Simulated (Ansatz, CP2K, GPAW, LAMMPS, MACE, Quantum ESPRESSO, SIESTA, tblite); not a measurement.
**Cu22Zr78 (at. %) with crystalline order left by the classical run (65 atoms): forces by two methods**

65 atoms (14 Cu, 51 Zr) placed at random at 6.15 g/cm³, melted at 2200 K for 10 ps at fixed volume with the Finnis-Sinclair Cu-Zr potential (Mendelev, file CuZr_mm.eam.fs of the LAMMPS distribution). Quenched from 2200 K to 300 K at 3 K/ps and zero pressure, held 5 ps, then minimised at fixed cell.

Two calculations on one geometry. First: Kohn-Sham DFT, PBE, GTH-PBE pseudopotentials, Gaussian and plane waves, DZVP-MOLOPT-SR-GTH, diagonalisation; 560/50 Ry; levels smeared at 580 K (CP2K 2026.2; Γ point). Second: Kohn-Sham DFT, PBE, SSSP efficiency 1.3.0 pseudopotentials, plane waves; sssp-1.3.0-efficiency; 60/480 Ry; levels smeared at 580 K (Quantum ESPRESSO 7.5; sssp-pbe-1.3.0-efficiency, cutoffs 60/480 Ry, Γ point).

Cell vectors (Å):

```
11.101 0.000 0.000
0.000 11.101 0.000
0.000 0.000 11.101
```

Atom, position (Å) and force of the first calculation (eV/Å):

```
1 Cu 7.461 7.996 0.755 -0.209 0.110 -0.101
2 Cu 8.536 7.002 8.283 0.267 0.114 -0.033
3 Cu 6.681 10.817 5.348 0.138 -0.109 -0.037
4 Cu 7.415 3.946 1.870 0.194 0.154 0.235
5 Cu 0.931 9.739 2.614 -0.197 -0.185 0.012
6 Cu 6.505 7.731 9.376 -0.081 0.120 0.085
7 Cu 8.609 0.553 0.572 0.285 0.008 0.237
8 Cu 0.428 4.702 10.718 0.146 0.169 0.000
9 Cu 10.245 8.669 6.944 0.032 0.152 0.224
10 Cu 4.160 0.396 5.915 0.233 0.232 -0.043
11 Cu 2.458 7.887 9.579 -0.084 0.056 -0.267
12 Cu 8.006 8.515 4.524 0.025 -0.091 0.186
13 Cu 2.056 9.331 0.384 0.115 -0.039 0.231
14 Cu 0.578 2.192 9.618 0.193 -0.146 -0.231
15 Zr 4.427 4.232 2.430 -0.491 0.386 -0.248
16 Zr 6.648 10.485 10.436 -0.278 -0.326 -0.750
17 Zr 4.491 3.247 9.879 -0.132 0.622 -0.243
18 Zr 9.370 0.690 8.665 0.203 -0.070 -0.016
19 Zr 5.930 1.086 8.068 -0.535 -0.633 -0.248
20 Zr 0.223 0.163 0.250 -0.270 0.012 0.136
21 Zr 0.056 7.805 4.350 0.067 -0.006 -0.515
22 Zr 0.975 10.013 8.575 -0.487 -0.264 0.099
23 Zr 0.249 7.378 0.800 -0.178 -0.135 0.222
24 Zr 5.452 1.866 4.185 -0.356 -0.737 -0.161
25 Zr 2.100 7.797 6.594 0.415 0.140 0.077
26 Zr 8.906 6.309 2.710 -0.111 0.317 0.134
27 Zr 5.629 1.707 1.163 -0.159 -0.161 0.179
28 Zr 7.544 2.708 10.199 0.217 0.650 -0.404
29 Zr 7.961 2.258 6.284 0.266 -0.073 0.013
30 Zr 5.962 7.005 2.903 -0.667 -0.320 0.079
31 Zr 8.147 1.454 3.078 0.545 -0.079 -0.465
32 Zr 4.372 9.461 8.077 -0.011 0.528 0.122
33 Zr 6.406 10.048 2.585 -0.126 0.029 0.250
34 Zr 4.432 9.089 4.854 -0.142 -0.149 -0.165
35 Zr 9.860 3.967 8.328 -0.023 0.180 0.090
36 Zr 1.583 10.534 5.312 0.377 0.011 -0.016
37 Zr 2.567 1.367 7.773 0.015 -0.080 0.783
38 Zr 2.227 2.640 0.951 -0.278 0.204 -0.586
39 Zr 4.606 8.510 0.313 0.110 -0.108 -0.122
40 Zr 9.180 6.143 5.913 -0.699 -0.228 0.151
41 Zr 0.924 4.994 5.843 0.216 0.419 0.017
42 Zr 3.339 11.061 2.500 0.075 0.367 0.298
43 Zr 2.042 4.268 8.477 0.014 0.177 0.268
44 Zr 0.157 6.700 8.629 -0.149 -0.459 0.300
45 Zr 2.899 5.767 0.228 -0.051 -0.043 0.203
46 Zr 0.166 1.258 3.133 -0.103 -0.093 -0.144
47 Zr 2.532 2.585 4.470 -0.006 -0.209 0.160
48 Zr 8.856 5.769 10.748 -0.161 -0.049 -0.508
49 Zr 9.560 10.741 5.270 -0.633 0.229 -0.100
50 Zr 3.515 0.318 10.380 0.137 -0.362 0.224
51 Zr 6.902 4.766 8.031 0.298 0.217 0.362
52 Zr 2.818 7.663 2.744 -0.434 -0.145 0.025
53 Zr 9.370 8.993 10.101 0.382 0.067 0.011
54 Zr 7.640 9.513 7.480 0.149 -0.182 0.268
55 Zr 6.735 4.560 4.602 0.364 0.218 -0.046
56 Zr 9.716 3.714 4.185 0.174 0.139 0.059
57 Zr 6.202 7.223 6.237 0.303 -0.126 -0.310
58 Zr 4.544 3.411 6.668 0.100 0.487 0.332
59 Zr 9.389 9.528 2.228 0.302 -0.203 -0.081
60 Zr 3.713 5.771 4.975 0.320 0.067 -0.149
61 Zr 5.956 5.559 0.066 0.317 -0.064 -0.069
62 Zr 0.988 4.979 2.755 0.287 0.061 -0.282
63 Zr 9.996 3.069 0.947 0.189 0.007 0.140
64 Zr 4.240 6.280 8.308 -0.066 -0.157 0.337
65 Zr 0.078 2.080 6.396 -0.310 -0.810 -0.064
```

Q: Give the forces of the second method.

Atom and force (eV/Å):

```
1 -0.230 0.066 -0.111
2 0.230 0.157 -0.052
3 0.088 -0.087 -0.062
4 0.225 0.195 0.249
5 -0.198 -0.220 0.001
6 0.031 0.086 0.054
7 0.255 0.011 0.188
8 0.110 0.194 -0.025
9 0.063 0.155 0.216
10 0.258 0.288 -0.089
11 -0.112 0.128 -0.255
12 -0.002 -0.032 0.169
13 0.125 -0.060 0.231
14 0.170 -0.111 -0.208
15 -0.479 0.406 -0.245
16 -0.237 -0.351 -0.739
17 -0.141 0.627 -0.252
18 0.217 -0.054 0.014
19 -0.558 -0.627 -0.280
20 -0.257 0.004 0.156
21 0.050 0.013 -0.529
22 -0.485 -0.282 0.115
23 -0.145 -0.108 0.224
24 -0.348 -0.779 -0.147
25 0.402 0.136 0.107
26 -0.144 0.309 0.128
27 -0.143 -0.147 0.174
28 0.225 0.640 -0.360
29 0.263 -0.090 0.013
30 -0.653 -0.310 0.080
31 0.543 -0.082 -0.485
32 -0.011 0.520 0.113
33 -0.098 0.037 0.257
34 -0.122 -0.119 -0.152
35 0.015 0.179 0.108
36 0.405 0.000 -0.031
37 0.047 -0.082 0.770
38 -0.294 0.214 -0.603
39 0.106 -0.120 -0.154
40 -0.725 -0.195 0.169
41 0.231 0.418 0.024
42 0.018 0.349 0.280
43 -0.026 0.170 0.278
44 -0.147 -0.437 0.313
45 -0.088 -0.039 0.164
46 -0.097 -0.114 -0.134
47 -0.001 -0.210 0.173
48 -0.163 -0.034 -0.517
49 -0.654 0.183 -0.084
50 0.111 -0.386 0.231
51 0.300 0.245 0.371
52 -0.457 -0.104 0.010
53 0.353 0.042 -0.010
54 0.149 -0.198 0.244
55 0.363 0.221 -0.047
56 0.166 0.141 0.039
57 0.344 -0.123 -0.277
58 0.094 0.468 0.322
59 0.290 -0.191 -0.080
60 0.323 0.061 -0.145
61 0.356 -0.062 -0.062
62 0.286 0.050 -0.302
63 0.182 -0.003 0.120
64 -0.073 -0.139 0.383
65 -0.305 -0.816 -0.053
```

The two sets differ by 24.0 meV/Å r.m.s., 8.8 % of the r.m.s. force of the Quantum ESPRESSO run. The network of bonds at the start is that of the classical potential that made the cell, and needn't be the one that DFT or experiment would give. The electronic-structure runs sample only Γ, in a cell whose shortest periodic width is 11 Å, which is coarse for a cell with partly filled levels.

[Logs are printed without paths, hosts, clocks, repeated set-up lines and the standing remarks that a program may print on its own settings, such as how far it seeks lower states.]

[Hosts, paths, dates, database ids (printed as entryN), source tags and the programs' standing remarks are cut or masked in the printed files.]
